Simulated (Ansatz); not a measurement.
# Phonons of BaB2 in the AlB2 type

Question: is the lattice of BaB2 in the AlB2 type stable, and if so, what are its coupling constant and resistivity?

Program: Ansatz 0.2.0. Level of theory: DFT PBE, scalar-relativistic, plane waves, PAW; PAW set soft_1. Results are calculated unless marked as measured.

Most raw output is cut from this account.

The structure was built from a prototype and need not be the compound's stable phase.

### 1. The structure

It takes space group P6/mmm (No. 191, hexagonal). Conventional cell: a = 4.396 Å, b = 4.396 Å, c = 4.616 Å, α = 90.00°, β = 90.00°, γ = 120.00°. Nearest to Ba lie 12 B at 3.43 Å. Nearest to B lie 3 B at 2.54 Å and 6 Ba at 3.43 Å. Farther neighbours are not listed.

### 2. Rough relaxation

Large forces or a large pressure at the start call for a first relaxation with loose thresholds.

input.yaml

```yaml
crystal:
  lattice:
    - [4.39608, 0.0, 0.0]
    - [-2.19804, 3.80711, 0.0]
    - [0.0, 0.0, 4.61588]
  atoms:
    - { symbol: Ba, position: [0.0, 0.0, 0.0] }
    - { symbol: B, position: [0.33333333, 0.66666667, 0.5] }
    - { symbol: B, position: [0.66666667, 0.33333333, 0.5] }
kpoints:
  mp_grid: { grid: [6, 6, 4] }
hamiltonian:
  xc: pbe
  pseudopotentials: { kind: paw, azcp: { folder: soft_1 } }
scf:
  occupations: { method: gaussian, width: 0.1 }
output:
  forces: true
  stress: true
  eigenvalues: true
relax:
  adjacent_minimum: "off"
  f_tol: 0.05
  max_steps: 80
  cell: { stress_tol: 0.5 }
```

Run with:

```sh
$ ansatz run input.yaml --threads 4 --pin off --max-ram 12288MiB --backend cpu --events-out ev --progress --plain --runs-dir out
```

The job ended after 4.9 s (4 threads of AMD EPYC 7B13 (Zen 3), shared host; peak memory 0.41 GiB).

The steps of the relaxation:

```tsv
step	energy less that of the first step (eV)	largest force component (eV/Å)	pressure (GPa)	volume (Å³)
1	0.0000	0.0000	-12.40	77.25
2	-0.7821	0.0000	-12.47	69.06
3	-1.5470	0.0000	-11.71	61.90
4	-2.2109	0.0000	-9.00	55.60
5	-2.6662	0.0000	-8.42	52.65
6	-2.9769	0.0000	-0.81	46.43
7	-3.0299	0.0000	2.67	44.35
8	-3.0391	0.0000	-0.28	45.72
9	-3.0398	0.0000	-0.06	45.58
10*	-3.0385	0.0000	-0.07	45.58
```

Relaxation steps marked * repeat the geometry before them on a plane-wave basis chosen anew for their cell, so energy and pressure can jump there.

Forces are held to the 24 operations that the run works with; a distortion that breaks them can't arise in this run.

```tsv
cell as run	before	after	change
a (Å)	4.396	3.235	-26.4 %
b (Å)	4.396	3.235	-26.4 %
c (Å)	4.616	5.030	+9.0 %
volume (Å³/atom)	25.75	15.19	-41.0 %
```

The relaxed structure:

```
Ba B
1.0
     3.23487    0.00000    0.00000
    -1.61743    2.80148    0.00000
     0.00000    0.00000    5.02979
Ba B
1 2
Direct
  0.00000 0.00000 0.00000
  0.33333 0.66667 0.50000
  0.66667 0.33333 0.50000
```

Numbers from this step:

```
pressure          : -0.06500 GPa
volume per atom   : 15.19 Å³/atom
metallic on mesh  : yes
gap on the k-mesh : 0 eV
```

The largest force is now zero by symmetry and the largest stress component 0.33 GPa.

### 3. Relaxing cell and atoms

The structure is brought to rest under this functional.

input.yaml, the sections that differ from step 2:

```yaml
crystal:
  lattice:
    - [3.234869068, 0.0, 0.0]
    - [-1.617434534, 2.8014787908, 0.0]
    - [0.0, 0.0, 5.0297940417]
  atoms:
    - { symbol: Ba, position: [0.0, 0.0, 0.0] }
    - { symbol: B, position: [0.3333333333, 0.6666666667, 0.5] }
    - { symbol: B, position: [0.6666666667, 0.3333333333, 0.5] }
kpoints:
  mp_grid: { grid: [12, 12, 6] }
relax:
  adjacent_minimum: "off"
  f_tol: 0.005
  max_steps: 80
  cell: { stress_tol: 0.05 }
# hamiltonian, scf, output: as in step 2
```

The job ended after 4.1 s (4 threads; peak memory 0.44 GiB; 14 s of CPU time).

Relaxation path:

```tsv
step	energy less that of the first step (eV)	largest force component (eV/Å)	pressure (GPa)	volume (Å³)
1	0.0000	0.0000	0.25	45.58
2	0.0063	0.0000	2.36	44.66
3	-0.0059	0.0000	0.24	45.58
4	-0.0059	0.0000	0.06	45.66
5	-0.0059	0.0000	0.00	45.69
6	-0.0060	0.0000	0.00	45.69
```

The log counts 1 steps on a newly chosen plane-wave basis, not all of them marked here; energy and pressure can jump at such steps. Relaxation step 2 was tried and not accepted.

```tsv
conventional cell, symmetrised	before	after	change
a (Å)	3.235	3.257	+0.7 %
b (Å)	3.235	3.257	+0.7 %
c (Å)	5.030	4.974	-1.1 %
volume (Å³/atom)	15.19	15.23	+0.2 %
```

The relaxed structure:

```
Ba B
1.0
     3.25675    0.00000    0.00000
    -1.62837    2.82043    0.00000
     0.00000    0.00000    4.97424
Ba B
1 2
Direct
  0.00000 0.00000 0.00000
  0.33333 0.66667 0.50000
  0.66667 0.33333 0.50000
```

Numbers from this step:

| Item | Value |
| --- | --- |
| pressure | 0.001357 GPa |
| volume per atom | 15.23 Å³/atom |

The largest force is now zero by symmetry and the largest stress component 0.0087 GPa.

### 4. Tight relaxation

No force is left; the cell is relaxed once more with another smearing and tight thresholds.

input.yaml, the sections that differ from step 3:

```yaml
crystal:
  lattice:
    - [3.2567485899, 0.0, 0.0]
    - [-1.628374295, 2.8204270126, 0.0]
    - [0.0, 0.0, 4.974241509]
  atoms:
    - { symbol: Ba, position: [0.0, 0.0, 0.0] }
    - { symbol: B, position: [0.3333333333, 0.6666666667, 0.5] }
    - { symbol: B, position: [0.6666666667, 0.3333333333, 0.5] }
kpoints:
  mp_grid: { grid: [9, 9, 6] }
scf:
  occupations: { method: methfessel_paxton, width: 0.2 }
relax:
  adjacent_minimum: "off"
  f_tol: 0.001
  max_steps: 60
  cell: { stress_tol: 0.01 }
# hamiltonian, output: as in step 3
```

Wall time 2.9 s (4 threads); peak memory 0.42 GiB; 9.4 s of CPU time.

Relaxation path:

```tsv
step	energy less that of the first step (eV)	largest force component (eV/Å)	pressure (GPa)	volume (Å³)
1	0.0000	0.0000	0.20	45.69
2	-0.0010	0.0000	1.15	45.29
3	-0.0024	0.0000	-0.29	45.97
4	-0.0027	0.0000	-0.01	45.82
5	-0.0027	0.0000	0.00	45.82
6	-0.0028	0.0000	0.00	45.82
```

The log counts 1 steps on a newly chosen plane-wave basis, not all of them marked here; energy and pressure can jump at such steps.

```tsv
conventional cell, symmetrised	before	after	change
a (Å)	3.257	3.277	+0.6 %
b (Å)	3.257	3.277	+0.6 %
c (Å)	4.974	4.927	-0.9 %
volume (Å³/atom)	15.23	15.27	+0.3 %
```

The relaxed structure:

```cif
data_structure
_symmetry_space_group_name_H-M 'P 1'
_symmetry_Int_Tables_number 1
_cell_length_a 3.2770
_cell_length_b 3.2770
_cell_length_c 4.9270
_cell_angle_alpha 90.000
_cell_angle_beta 90.000
_cell_angle_gamma 120.000
_cell_volume 45.82
loop_
_atom_site_label
_atom_site_type_symbol
_atom_site_fract_x
_atom_site_fract_y
_atom_site_fract_z
_atom_site_occupancy
Ba1 Ba 0.00000 0.00000 0.00000 1
B2 B 0.33333 0.66667 0.50000 1
B3 B 0.66667 0.33333 0.50000 1
```

Numbers from this step:

| Item | Value |
| --- | --- |
| pressure | 0.002761 GPa |
| volume per atom | 15.27 Å³/atom |

The largest force is now zero by symmetry and the largest stress component 0.0067 GPa, small enough for phonons.

### 5. Phonons by linear response: q 2×2×2, k 6×6×4

Couplings are defined for a stable lattice alone, so phonons come first.

input.yaml

```yaml
crystal:
  lattice:
    - [3.2769617576, 0.0, 0.0]
    - [-1.6384808788, 2.8379321293, 0.0]
    - [0.0, 0.0, 4.9270407657]
  atoms:
    - { symbol: Ba, position: [0.0, 0.0, 0.0] }
    - { symbol: B, position: [0.3333333333, 0.6666666667, 0.5] }
    - { symbol: B, position: [0.6666666667, 0.3333333333, 0.5] }
kpoints:
  mp_grid: { grid: [6, 6, 4] }
hamiltonian:
  xc: pbe
  pseudopotentials: { kind: paw, azcp: { folder: soft_1 } }
scf:
  occupations: { method: methfessel_paxton, width: 0.2 }
output:
  eigenvalues: true
phonons:
  method: dfpt
  qmesh: [2, 2, 2]
  temperatures: { t_max: 1000, t_step: 50 }
  qpath:
    path:
      - [[0.0, 0.0, 0.0], [0.5, 0.0, 0.0], [0.33333333, 0.33333333, 0.0], [0.0, 0.0, 0.0], [0.0, 0.0, 0.5], [0.5, 0.0, 0.5], [0.33333333, 0.33333333, 0.5], [0.0, 0.0, 0.5]]
      - [[0.5, 0.0, 0.5], [0.5, 0.0, 0.0]]
      - [[0.33333333, 0.33333333, 0.5], [0.33333333, 0.33333333, 0.0]]
    npoints: 10
```

Run time: 12 s. Hardware: 4 threads; peak memory 0.54 GiB.

This step gave:

* share of imaginary modes in the plain interpolation between solved wavevectors: 0.0716
* highest frequency, solved or plainly interpolated: 608.8 cm⁻¹

Solved on the 2×2×2 mesh alone; all other wavevectors are interpolated. Phonon branches along the path, in cm⁻¹:

```tsv
point	branch 1	branch 2	branch 3	branch 4	branch 5	branch 6	branch 7	branch 8	branch 9
Γ	-461	-461	0	0	0	193	193	271	609
halfway	-223	-135	65	72	114	313	323	364	562
M	-33	78	140	382	384	389	452	453	484
halfway	60	77	131	401	409	417	457	461	472
K	76	107	107	436	436	453	457	457	458
halfway	-84	-18	75	132	179	326	353	391	547
Γ	-461	-461	0	0	0	193	193	271	609
halfway	-471	-471	51	51	73	186	186	299	580
A	-480	-480	76	76	93	178	178	328	550
halfway	-191	-149	69	74	78	331	342	363	526
L	51	61	85	372	383	445	454	460	486
halfway	50	68	84	389	418	460	462	470	480
H	48	79	79	430	430	454	476	476	499
halfway	55	70	78	132	163	348	360	395	517
A	-480	-480	76	76	93	178	178	328	550
jump to L	51	61	85	372	383	445	454	460	486
halfway	41	66	116	381	384	414	453	456	485
M	-33	78	140	382	384	389	452	453	484
jump to H	48	79	79	430	430	454	476	476	499
halfway	62	94	94	433	433	456	466	466	477
K	76	107	107	436	436	453	457	457	458
```

Lowest modes at the softest wavevector of the mesh. Modes at q = (0.000, 0.000, 0.500), with each element's share of the kinetic energy (negative means imaginary):

```tsv
mode	frequency (cm⁻¹)	Ba %	B %
1	-480.1	0	100
2	-480.1	0	100
3	75.6	100	0
4	75.6	100	0
5	92.6	100	0
6	177.9	0	100
```

Displacements in mode 2 (-480.1 cm⁻¹), the largest set to 1, in the home cell:
```
Ba1  0.00  0.00  0.00
B2  -1.00  0.27  0.00
B3   1.00 -0.27  0.00
```

Displacements in mode 5 (92.6 cm⁻¹), the largest set to 1, in the home cell:
```
Ba1 0.00 0.00 1.00
B2  0.00 0.00 0.00
B3  0.00 0.00 0.00
```

Among the solved wavevectors the lowest mode, translations apart, is -480 cm⁻¹, imaginary.

### 6. Phonons: q 3×3×2, k 9×9×4

An imaginary mode on so few k-points may come from the sampling, so the phonons are repeated with another q and k mesh.

input.yaml, as its differences from that of step 5:

```diff
@@ -10,3 +10,3 @@
 kpoints:
-  mp_grid: { grid: [6, 6, 4] }
+  mp_grid: { grid: [9, 9, 4] }
 hamiltonian:
@@ -20,3 +20,3 @@
   method: dfpt
-  qmesh: [2, 2, 2]
+  qmesh: [3, 3, 2]
   temperatures: { t_max: 1000, t_step: 50 }
```

Wall time 36 s (4 threads); peak memory 0.65 GiB.

This step gave:

```yaml
share_of_imaginary_modes_in_the_plain_interpolation_between_solved_wavevectors: 0.055
highest_frequency_solved_or_plainly_interpolated: 624.1 cm⁻¹
```

Solved on the 3×3×2 mesh alone; all other wavevectors are interpolated. Phonon branches along the path, in cm⁻¹:

```tsv
point	branch 1	branch 2	branch 3	branch 4	branch 5	branch 6	branch 7	branch 8	branch 9
Γ	-436	-436	0	0	0	178	178	251	624
halfway	-25	70	77	165	185	278	285	363	586
M	71	79	150	413	419	429	454	495	498
halfway	66	100	145	417	428	450	466	495	516
K	60	129	129	411	467	467	480	480	539
halfway	64	73	108	268	268	304	332	384	574
Γ	-436	-436	0	0	0	178	178	251	624
halfway	-422	-422	50	50	68	173	173	284	610
A	-407	-407	74	74	84	167	167	318	596
halfway	39	81	105	189	201	281	320	363	583
L	29	83	143	385	422	436	459	499	512
halfway	-33	98	136	396	426	457	475	493	518
H	-54	121	121	422	441	441	491	491	538
halfway	42	88	108	282	284	326	336	387	573
A	-407	-407	74	74	84	167	167	318	596
jump to L	29	83	143	385	422	436	459	499	512
halfway	54	82	147	399	421	433	456	497	505
M	71	79	150	413	419	429	454	495	498
jump to H	-54	121	121	422	441	441	491	491	538
halfway	16	125	125	417	454	454	486	486	538
K	60	129	129	411	467	467	480	480	539
```

The modes has structure finer than the step of the table below, so its rows give means over 25 cm⁻¹, whole bins alone (the curve runs from -446 to 653 cm⁻¹). Peaks (cm⁻¹: height): B 321.2: 0.017, 417.9: 0.0311; Ba 79.4: 0.0342, 134.7: 0.0240.

Phonopy on the run's constants, 19x19x11 mesh, Gaussian sigma 7.8 cm⁻¹. Table of modes by wavenumber; means over each step; values in 1/cm⁻¹/cell:

```tsv
wavenumber (cm⁻¹)	B	Ba
-425	6.1e-4	0
-400	0.00119	0
-375	0.00153	0
-350	9.9e-4	0
-325	0.00143	0
-300	0.00154	0
-275	7.4e-4	0
-250	7.1e-4	9.0e-6
-225	0.00161	2.7e-5
-200	0.00133	2.7e-5
-175	6.7e-4	2.1e-5
-150	4.6e-4	4.9e-5
-125	2.7e-4	4.3e-5
-100	3.9e-4	1.3e-4
-75	5.6e-4	3.4e-4
-50	4.7e-4	0.00165
-25	2.6e-4	0.00216
0	1.2e-4	0.00146
25	4.4e-4	0.00666
50	8.3e-4	0.0197
75	7.2e-4	0.0316
100	8.4e-4	0.0227
125	0.00106	0.0201
150	0.00152	0.0108
175	0.00231	3.4e-4
200	0.00294	1.6e-4
225	0.00410	1.6e-4
250	0.00671	2.6e-4
275	0.00878	2.6e-4
300	0.0102	2.4e-4
325	0.0156	3.0e-4
350	0.0125	1.9e-4
375	0.0197	1.9e-4
400	0.0229	1.9e-4
425	0.0264	1.6e-4
450	0.0178	5.2e-5
475	0.0184	2.8e-5
500	0.0162	1.3e-6
525	0.0125	0
550	0.00754	0
575	0.00728	0
600	0.00654	0
625	0.00122	0
```

No LO-TO term; unit eigenvectors of the mass-weighted matrix. The modes at Γ (shares of kinetic energy by element, %) (negative means imaginary):

```tsv
mode	frequency (cm⁻¹)	symmetry	Ba %	B %
1	-435.6	E2g	0	100
2	-435.6	E2g	0	100
3	0.0	unnamed	86	14
4	0.0	unnamed	86	14
5	0.0	unnamed	86	14
6	178.3	E1u	14	86
7	178.3	E1u	14	86
8	250.7	A2u	14	86
9	624.1	B1g	0	100
```

Displacements in mode 2 (-435.6 cm⁻¹), the largest set to 1:
```
Ba1  0.00  0.00  0.00
B2  -0.62  1.00  0.00
B3   0.62 -1.00  0.00
```

Displacements in mode 9 (624.1 cm⁻¹), the largest set to 1:
```
Ba1  0.00  0.00  0.00
B2   0.00  0.00  1.00
B3   0.00  0.00 -1.00
```

Among the solved wavevectors the lowest mode, translations apart, is -436 cm⁻¹, imaginary.

### 7. Results

```json
{"phonon run of the rows without a label of their own": "PBE, q 3×3×2, k 9×9×4", "softest mode on the q mesh": "-436 cm⁻¹ at q = (0, 0, 0)", "highest frequency, solved or plainly interpolated": "624 cm⁻¹"}
```

In words: The lattice is dynamically unstable at this level: a mode at q = (0, 0, 0) is imaginary, 436i cm⁻¹, so no harmonic coupling constant or resistivity is defined for this structure. These meshes are coarse, and single modes of a metal can move by tens of cm⁻¹ with the k mesh. The phonon runs are not spin-polarised. The structure was built by hand as an ordered model, and its stability against other phases was not tested.

[Logs are printed without paths, hosts, clocks, repeated set-up lines and the standing remarks that a program may print on its own settings, such as how far it seeks lower states.]

[Hosts, paths, dates, database ids (printed as entryN), source tags and the programs' standing remarks are cut or masked in the printed files.]
